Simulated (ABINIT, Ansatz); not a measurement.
# How the form of the self-energy moves the gap of Ba2SrTeO6 (R-3)

Wanted: the gap of Ba2SrTeO6 (R-3) under several approximations, with cost.

Main program and level: ABINIT 10.8.3; LDA and many-body steps on it, plane waves.

**1. The starting structure**

The structure is trigonal, space group R-3 (No. 148). Conventional cell: a = 6.189 Å, b = 6.189 Å, c = 14.900 Å, α = 90.00°, β = 90.00°, γ = 120.00°. Ba has 12 O at 2.79 to 3.42 Å nearest. Nearest to Sr lie 6 O at 2.44 Å. Nearest to Te lie 6 O at 1.96 Å. Nearest to O lie 1 Te at 1.96 Å and 1 Sr at 2.44 Å and 4 Ba at 2.79 to 3.42 Å. Farther neighbours and most contacts between anions are not listed.

The cell and positions are those that the Materials Project relaxed with its own functionals (PBE, PBE+U or r2SCAN), kept fixed. Spin-orbit coupling is left out unless a step names it.

**2. Empty states on the mesh, 2×2×2 mesh, 588 bands**

This step: ABINIT 10.8.3; DFT, LDA, plane waves, norm-conserving pseudopotentials.

The sums over transitions need many empty states on a uniform mesh; this step solves for them.

run.abi

```
acell 3*1.0 Angstrom
rprim 
  3.094471017325 1.786593674874 4.966610984592
  -3.094471017325 1.786593674874 4.966610984592
  -0.000000000000 -3.573187349682 4.966610984616
ntypat 4
znucl 56 38 52 8
natom 10
typat 1 1 2 3 4 4 4 4 4 4
xred 
  0.252060000000 0.252060000000 0.252060000000
  0.747940000000 0.747940000000 0.747940000000
  0.000000000000 0.000000000000 0.000000000000
  0.500000000000 0.500000000000 0.500000000000
  0.328441000000 0.717506000000 0.226340000000
  0.717506000000 0.226340000000 0.328441000000
  0.226340000000 0.328441000000 0.717506000000
  0.671559000000 0.282494000000 0.773660000000
  0.773660000000 0.671559000000 0.282494000000
  0.282494000000 0.773660000000 0.671559000000
pp_dirpath "pseudos"
pseudos "Ba.upf, Sr.upf, Te.upf, O.upf"
ecut 42
ngkpt 2 2 2
nshiftk 1
shiftk 0 0 0
kptopt 1
chksymbreak 0
iscf -2
irdden 1
istwfk *1
nband 588
nbdbuf 52
tolwfr 1e-09
nstep 60
prtvol 0
indata_prefix "in"
outdata_prefix "out"
tmpdata_prefix "tmp"
```

Started as:

```console
$ OMP_NUM_THREADS=1 mpirun -n 4 abinit run.abi > log
```

Numbers of over 12 decimals in the logs are rounded to 6 here.

The log of the run:

```text
.Version 10.8.3 of ABINIT. v10.8.2 released Aug 2026.

 Symmetries : space group R-3 (#148); Bravais hR (rhombohedral)
[... echo of the input left out ...]
== DATASET  1 ==================================================================
-   mpi_nproc: 4, omp_nthreads: 1 (-1 if OMP is not activated)

--- !DatasetInfo
iteration_state: {dtset: 1, }
dimensions: {natom: 10, nkpt: 4, mband: 588, nsppol: 1, nspinor: 1, nspden: 1, mpw: 14476, }
cutoff_energies: {ecut:  42.0, pawecutdg:  -1.0, }
[...]
4.47024    4.47024    4.47581    4.48238    4.48243    4.48833    4.51530    4.52826
   4.53700    4.53800    4.54631    4.54864    4.56119    4.56155    4.56313    4.56901
   4.58611    4.58719    4.58848    4.59462
 prteigrs : prtvol=0 or 1, do not print more k-points.

== END DATASET(S) ==============================================================
================================================================================

 -outvars: echo values of variables after computation  --------
            nband         588
             nkpt           4
          spgroup         148
 [... the other variables as echoed above ...]

 Calculation completed.
```

The job ended after 17 min (4 MPI ranks of Arm Neoverse V1, shared host; peak memory 1.2 GiB).

This step gave:

| Quantity | Value |
| --- | --- |
| gap | 2.939 eV |
| k of the valence top | 0.5, 0.5, 0 |
| k of the conduction bottom | 0, 0, 0 |
| least direct gap | 3.069 eV |
| k points computed | 4 |
| lowest point of the top converged band, above the valence top | 108.6050 eV |

On this mesh the gap is 2.939 eV.

The density comes from a self-consistent run that is not shown.

**3. Screening, 2×2×2 mesh, 245 bands, screening to 141.5 eV**

The RPA dielectric matrix is built and inverted for each q.

This step: RPA screening on LDA, plane waves, norm-conserving pseudopotentials.

run.abi, as its differences from that of step 2:

```diff
@@ -28,10 +28,11 @@
 chksymbreak 0
-iscf -2
-irdden 1
 istwfk *1
-nband 588
-nbdbuf 52
-tolwfr 1e-09
-nstep 60
-prtvol 0
+occopt 1
+irdwfk 1
+optdriver 3
+nband 245
+ecuteps 5.2
+inclvkb 2
+awtr 1
+symchi 1
 indata_prefix "in"
```

The log of the run:

```text
.Version 10.8.3 of ABINIT. v10.8.2 released Aug 2026.

 Symmetries : space group R-3 (#148); Bravais hR (rhombohedral)
[... echo of the input left out ...]
== DATASET  1 ==================================================================
-   mpi_nproc: 4, omp_nthreads: 1 (-1 if OMP is not activated)

--- !DatasetInfo
iteration_state: {dtset: 1, }
dimensions: {natom: 10, nkpt: 4, mband: 245, nsppol: 1, nspinor: 1, nspden: 1, mpw: 14476, }
cutoff_energies: {ecut:  42.0, pawecutdg:  -1.0, }
electrons: {nelect:   9.00000000E+01, charge:   0.00000000E+00, occopt:   1.00000000E+00, tsmear:   1.00000000E-02, }

 SCREENING: Calculation of the susceptibility and dielectric matrices

 Based on a program developped by R.W. Godby, V. Olevano, G. Onida, and L. Reining.
 Incorporated in ABINIT by V. Olevano, G.-M. Rignanese, and M. Torrent.
.Using double precision arithmetic ; gwpc =  8

[... cell and pseudopotentials left out ...]
--------------------------------------------------------------------------------

 ==== K-mesh for the wavefunctions ====
 Number of points in the irreducible wedge :     4
[... list of points left out ...]
 Together with  6 symmetry operations and time-reversal symmetry
 yields     8 points in the full Brillouin Zone.

 ==== Q-mesh for the screening function ====
 Number of points in the irreducible wedge :     4
[... list of points left out ...]
 Together with  6 symmetry operations and time-reversal symmetry
 yields     8 points in the full Brillouin Zone.

 setmesh: FFT mesh size selected  =    45x   45x   45
          total number of points  =        91125

 vcoul_init : cutoff-mode = AUXILIARY_FUNCTION
 q-points for optical limit:   1
     1)      0.000010    0.000020    0.000030

- screening: taking advantage of time-reversal symmetry
- Maximum band index for partially occupied states nbvw = 45
- Remaining bands to be divided among processors   nbcw = 200
- Number of bands treated by each node ~50

 Number of electrons calculated from density =   90.0000; Expected =   90.0000
 average of density, n =  0.080951
 r_s =    1.4340
 omega_plasma =   27.4452 [eV]

 calculating chi0 at frequencies [eV] :
  1    0.000000E+00    0.000000E+00
  2    0.000000E+00    2.744522E+01

--------------------------------------------------------------------------------
  q-point number  1        q = ( 0.000000, 0.000000, 0.000000) [r.l.u.]
--------------------------------------------------------------------------------
[... chi0 elements left out ...]
 For q-point:  0.000010 0.000020 0.000030
  dielectric constant =   4.0128
  dielectric constant without local fields =   4.4893

  Average fulfillment of the sum rule on Im[epsilon] for q-point    1 :     61.95  [%]
[... wings left out ...]
  q-point number  2        q = ( 0.500000, 0.000000, 0.000000) [r.l.u.]
--------------------------------------------------------------------------------
[... chi0 elements left out ...]
  Average fulfillment of the sum rule on Im[epsilon] for q-point    2 :     66.75  [%]

 [... 2 further q-points ...]
```

It took 4.8 min on 4 MPI ranks; peak memory 3.5 GiB.

Numbers from this step:

| Property | Result |
| --- | --- |
| ε∞ with local fields, on this mesh, along the program's q direction | 4.013 |
| the same without local fields | 4.489 |
| plasma frequency | 27.45 eV |
| plane waves in the screening matrix | 615 |

Local fields lower ε∞ by 11 %. On a Γ-centred mesh this coarse the value itself is usually too large, while a short band sum pulls it down.

**4. G0W0, Godby-Needs plasmon pole**

The self-energy is evaluated for the states that the input lists, and the levels follow from it, in one-shot runs by the linearised quasiparticle equation.

This step: G0W0 on LDA, plane waves, norm-conserving pseudopotentials.

run.abi, as its differences from that of step 3:

```diff
@@ -31,8 +31,17 @@
 irdwfk 1
-optdriver 3
+optdriver 4
 nband 245
+gwcalctyp 0
+ecutsigx 42
+symsigma 1
+nkptgw 2
+kptgw 
+  0.5000000000 0.5000000000 0.0000000000
+  0.0000000000 0.0000000000 0.0000000000
+bdgw 
+  44 47
+  43 48
 ecuteps 5.2
-inclvkb 2
-awtr 1
-symchi 1
+irdscr 1
+ppmodel 1
 indata_prefix "in"
```

The log of the run:

```text
.Version 10.8.3 of ABINIT. v10.8.2 released Aug 2026.

 Symmetries : space group R-3 (#148); Bravais hR (rhombohedral)
[... echo of the input left out ...]
== DATASET  1 ==================================================================
-   mpi_nproc: 4, omp_nthreads: 1 (-1 if OMP is not activated)

--- !DatasetInfo
iteration_state: {dtset: 1, }
dimensions: {natom: 10, nkpt: 4, mband: 245, nsppol: 1, nspinor: 1, nspden: 1, mpw: 14476, }
cutoff_energies: {ecut:  42.0, pawecutdg:  -1.0, }
electrons: {nelect:   9.00000000E+01, charge:   0.00000000E+00, occopt:   1.00000000E+00, tsmear:   1.00000000E-02, }

 SIGMA: Calculation of the GW corrections

 Based on a program developped by R.W. Godby, V. Olevano, G. Onida, and L. Reining.
 Incorporated in ABINIT by V. Olevano, G.-M. Rignanese, and M. Torrent.
.Using double precision arithmetic ; gwpc =  8

[... cell and pseudopotentials left out ...]
--------------------------------------------------------------------------------

 ==== K-mesh for the wavefunctions ====
 Number of points in the irreducible wedge :     4
[... list of points left out ...]
 Together with  6 symmetry operations and time-reversal symmetry
 yields     8 points in the full Brillouin Zone.

 ==== Q-mesh for screening function ====
 Number of points in the irreducible wedge :     4
[... list of points left out ...]
 Together with  6 symmetry operations and time-reversal symmetry
 yields     8 points in the full Brillouin Zone.

 vcoul_init : cutoff-mode = AUXILIARY_FUNCTION
 q-points for optical limit:   1
     1)      0.000010    0.000020    0.000030
 setmesh: FFT mesh size selected  =    72x   72x   72
          total number of points  =       373248

 Number of electrons calculated from density =   90.0000; Expected =   90.0000
 average of density, n =  0.080951
 r_s =    1.4340
 omega_plasma =   27.4452 [eV]

 === KS Band Gaps ===
  >>>> For spin  1
   Minimum direct gap =   3.0686 [eV], located at k-point      :   0.0000  0.0000  0.0000
   Fundamental gap    =   2.9390 [eV], Top of valence bands at :   0.5000  0.5000  0.0000
                                       Bottom of conduction at :   0.0000  0.0000  0.0000
 SIGMA fundamental parameters:
 PLASMON POLE MODEL  1
 number of plane-waves for SigmaX                14397
 number of plane-waves for SigmaC and W            615
 number of plane-waves for wavefunctions         14397
 number of bands                                   245
 number of independent spin polarizations            1
 number of spinorial components                      1
 number of k-points in IBZ                           4
 number of q-points in IBZ                           4
 number of symmetry operations                       6
 number of k-points in BZ                            8
 number of q-points in BZ                            8
 number of frequencies for dSigma/dE                 9
 frequency step for dSigma/dE [eV]                0.25
 number of omega for Sigma on real axis              0
 max omega for Sigma on real axis  [eV]           0.00
 zcut for avoiding poles [eV]                     0.10

 EPSILON^-1 parameters (SCR file):
 dimension of the eps^-1 matrix on file            615
 dimension of the eps^-1 matrix used               615
 number of plane-waves for wavefunctions         14397
 number of bands                                   245
 number of q-points in IBZ                           4
 number of frequencies                               2
 number of real frequencies                          1
 number of imag frequencies                          1

 matrix elements of self-energy operator (all in [eV])

 Perturbative Calculation

--- !SelfEnergy_ee
iteration_state: {dtset: 1, }
kpoint     : [   0.500,    0.500,    0.000, ]
spin       : 1
KS_gap     :    3.385
QP_gap     :    5.710
Delta_QP_KS:    2.325
data: !SigmaeeData |
     Band     E0 <VxcDFT>   SigX SigC(E0)      Z dSigC/dE  Sig(E)    E-E0       E
       44   4.432 -17.973 -23.013   4.541   0.785  -0.273 -18.365  -0.392   4.040
       45   5.078 -19.254 -24.338   4.714   0.782  -0.280 -19.543  -0.289   4.789
       46   8.463 -18.539 -13.614  -2.439   0.819  -0.221 -16.503   2.035  10.499
       47  11.093 -12.109  -6.776  -3.518   0.846  -0.182 -10.574   1.535  12.628

--- !SelfEnergy_ee
iteration_state: {dtset: 1, }
kpoint     : [   0.000,    0.000,    0.000, ]
spin       : 1
KS_gap     :    3.069
QP_gap     :    5.136
Delta_QP_KS:    2.067
data: !SigmaeeData |
     Band     E0 <VxcDFT>   SigX SigC(E0)      Z dSigC/dE  Sig(E)    E-E0       E
       43   4.944 -18.906 -23.972   4.668   0.782  -0.278 -19.217  -0.311   4.633
       44   4.944 -18.906 -23.972   4.668   0.782  -0.278 -19.217  -0.311   4.633
       45   4.948 -19.111 -24.265   4.761   0.781  -0.280 -19.417  -0.306   4.642
       46   8.017 -16.720 -11.989  -2.599   0.826  -0.210 -14.959   1.761   9.777
       47  10.028 -10.518  -5.609  -3.378   0.856  -0.168  -9.206   1.312  11.339
       48  10.028 -10.518  -5.609  -3.378   0.856  -0.168  -9.206   1.312  11.339

== END DATASET(S) ==============================================================
================================================================================

 -outvars: echo values of variables after computation  --------
           etotal      0.0000000000E+00
            nband         245
             nkpt           4
          spgroup         148
 [... the other variables as echoed above ...]

 Calculation completed.
```

Elapsed: 73 s, on 4 MPI ranks; peak memory 2.5 GiB; 4.8 min of CPU time.

Numbers from this step:

```
G0W0 gap on the points computed              : 4.988 eV
starting gap on the mesh                     : 2.939 eV
k of the valence top                         : 0.5, 0.5, 0
k of the conduction bottom                   : 0, 0, 0
Z at the valence top                         : 0.782
Z at the conduction bottom                   : 0.826
least direct G0W0 gap on the computed points : 5.135 eV
```

The gap on the mesh goes from 2.94 eV to 4.99 eV, a correction of +2.05 eV.

**5. G0W0, Hybertsen-Louie plasmon pole**

run.abi, as its differences from that of step 4:

```diff
@@ -45,3 +45,3 @@
 irdscr 1
-ppmodel 1
+ppmodel 2
 indata_prefix "in"
```

The log of the run:

```text
.Version 10.8.3 of ABINIT. v10.8.2 released Aug 2026.

 Symmetries : space group R-3 (#148); Bravais hR (rhombohedral)
[... echo of the input left out ...]
== DATASET  1 ==================================================================
-   mpi_nproc: 4, omp_nthreads: 1 (-1 if OMP is not activated)

--- !DatasetInfo
iteration_state: {dtset: 1, }
dimensions: {natom: 10, nkpt: 4, mband: 245, nsppol: 1, nspinor: 1, nspden: 1, mpw: 14476, }
cutoff_energies: {ecut:  42.0, pawecutdg:  -1.0, }
electrons: {nelect:   9.00000000E+01, charge:   0.00000000E+00, occopt:   1.00000000E+00, tsmear:   1.00000000E-02, }

 SIGMA: Calculation of the GW corrections

 Based on a program developped by R.W. Godby, V. Olevano, G. Onida, and L. Reining.
 Incorporated in ABINIT by V. Olevano, G.-M. Rignanese, and M. Torrent.
.Using double precision arithmetic ; gwpc =  8

[... cell and pseudopotentials left out ...]
--------------------------------------------------------------------------------

 ==== K-mesh for the wavefunctions ====
 Number of points in the irreducible wedge :     4
[... list of points left out ...]
 Together with  6 symmetry operations and time-reversal symmetry
 yields     8 points in the full Brillouin Zone.

 ==== Q-mesh for screening function ====
 Number of points in the irreducible wedge :     4
[... list of points left out ...]
 Together with  6 symmetry operations and time-reversal symmetry
 yields     8 points in the full Brillouin Zone.

 vcoul_init : cutoff-mode = AUXILIARY_FUNCTION
 q-points for optical limit:   1
     1)      0.000010    0.000020    0.000030
 setmesh: FFT mesh size selected  =    72x   72x   72
          total number of points  =       373248

 Number of electrons calculated from density =   90.0000; Expected =   90.0000
[...]
number of omega for Sigma on real axis              0
 max omega for Sigma on real axis  [eV]           0.00
 zcut for avoiding poles [eV]                     0.10

 EPSILON^-1 parameters (SCR file):
 dimension of the eps^-1 matrix on file            615
 dimension of the eps^-1 matrix used               615
 number of plane-waves for wavefunctions         14397
 number of bands                                   245
 number of q-points in IBZ                           4
 number of frequencies                               2
 number of real frequencies                          1
 number of imag frequencies                          1

 matrix elements of self-energy operator (all in [eV])

 Perturbative Calculation

--- !SelfEnergy_ee
iteration_state: {dtset: 1, }
kpoint     : [   0.500,    0.500,    0.000, ]
spin       : 1
KS_gap     :    3.385
QP_gap     :    5.905
Delta_QP_KS:    2.519
data: !SigmaeeData |
     Band     E0 <VxcDFT>   SigX SigC(E0)      Z dSigC/dE  Sig(E)    E-E0       E
       44   4.432 -17.973 -23.013   4.082   0.832  -0.201 -18.771  -0.798   3.635
       45   5.078 -19.254 -24.338   4.270   0.831  -0.204 -19.930  -0.676   4.401
       46   8.463 -18.539 -13.614  -2.791   0.864  -0.158 -16.696   1.843  10.306
[...]
--- !SelfEnergy_ee
iteration_state: {dtset: 1, }
kpoint     : [   0.000,    0.000,    0.000, ]
spin       : 1
KS_gap     :    3.069
QP_gap     :    5.298
Delta_QP_KS:    2.229
data: !SigmaeeData |
     Band     E0 <VxcDFT>   SigX SigC(E0)      Z dSigC/dE  Sig(E)    E-E0       E
[...]
47  10.028 -10.518  -5.609  -3.635   0.888  -0.126  -9.387   1.131  11.159
       48  10.028 -10.518  -5.609  -3.635   0.888  -0.126  -9.387   1.131  11.159

== END DATASET(S) ==============================================================
================================================================================

 -outvars: echo values of variables after computation  --------
           etotal      0.0000000000E+00
            nband         245
             nkpt           4
          spgroup         148
 [... the other variables as echoed above ...]

 Calculation completed.
```

It took 71 s on 4 MPI ranks; peak memory 2.5 GiB; 4.7 min of CPU time.

Numbers from this step:

```yaml
g0w0_gap_on_the_points_computed: 5.151 eV
starting_gap_on_the_mesh: 2.939 eV
k_of_the_valence_top: 0.5, 0.5, 0
k_of_the_conduction_bottom: 0, 0, 0
z_at_the_valence_top: 0.831
z_at_the_conduction_bottom: 0.87
least_direct_g0w0_gap_on_the_computed_points: 5.297 eV
```

Against G0W0 in ABINIT (2×2×2 mesh, 245 bands, screening to 141.5 eV, Godby-Needs plasmon pole), the gap moves by +0.163 eV.

**6. G0W0, Engel-Farid plasmon pole**

run.abi, as its differences from that of step 5:

```diff
@@ -45,3 +45,3 @@
 irdscr 1
-ppmodel 2
+ppmodel 4
 indata_prefix "in"
```

The log of the run:

```text
.Version 10.8.3 of ABINIT. v10.8.2 released Aug 2026.

 Symmetries : space group R-3 (#148); Bravais hR (rhombohedral)
[... echo of the input left out ...]
== DATASET  1 ==================================================================
-   mpi_nproc: 4, omp_nthreads: 1 (-1 if OMP is not activated)

--- !DatasetInfo
iteration_state: {dtset: 1, }
dimensions: {natom: 10, nkpt: 4, mband: 245, nsppol: 1, nspinor: 1, nspden: 1, mpw: 14476, }
cutoff_energies: {ecut:  42.0, pawecutdg:  -1.0, }
[...]
Band     E0 <VxcDFT>   SigX SigC(E0)      Z dSigC/dE  Sig(E)    E-E0       E
[...]
47  10.028 -10.518  -5.609  -3.447   0.862  -0.160  -9.257   1.261  11.288
       48  10.028 -10.518  -5.609  -3.447   0.862  -0.160  -9.257   1.261  11.288

== END DATASET(S) ==============================================================
================================================================================

 -outvars: echo values of variables after computation  --------
           etotal      0.0000000000E+00
            nband         245
             nkpt           4
          spgroup         148
 [... the other variables as echoed above ...]

 Calculation completed.
```

It took 37 s on 4 MPI ranks; peak memory 2.4 GiB; 2.4 min of CPU time.

This step gave:

| Item | Value |
| --- | --- |
| G0W0 gap on the points computed | 5.017 eV |
| starting gap on the mesh | 2.939 eV |
| k of the valence top | 0.5, 0.5, 0 |
| k of the conduction bottom | 0, 0, 0 |
| least direct G0W0 gap on the computed points | 5.169 eV |

Against G0W0 in ABINIT (2×2×2 mesh, 245 bands, screening to 141.5 eV, Godby-Needs plasmon pole), the gap moves by +0.029 eV.

(Part 1 of 2 ends here.)

[Paths, hosts, dates, memory and timing lines, banners, echoed tables and standing remarks are left out of the program output.]

[Logs are printed without paths, hosts, clocks, repeated set-up lines and the standing remarks that a program may print on its own settings, such as how far it seeks lower states.]

[Runs of the session that timed out or met a known fault of the program may be left out.]

[Hosts, paths, dates, database ids (printed as entryN), source tags and the programs' standing remarks are cut or masked in the printed files.]

[G0W0 gaps are taken among the corrected bands and points alone; a level outside them can change the order at an edge.]

[Where Ansatz stands beside ABINIT at settings called matched, ABINIT's density can come from a denser mesh and the files from another edition; pairs whose starting gaps differed by over 0.03 eV were left out, so agreement reads better than it is.]
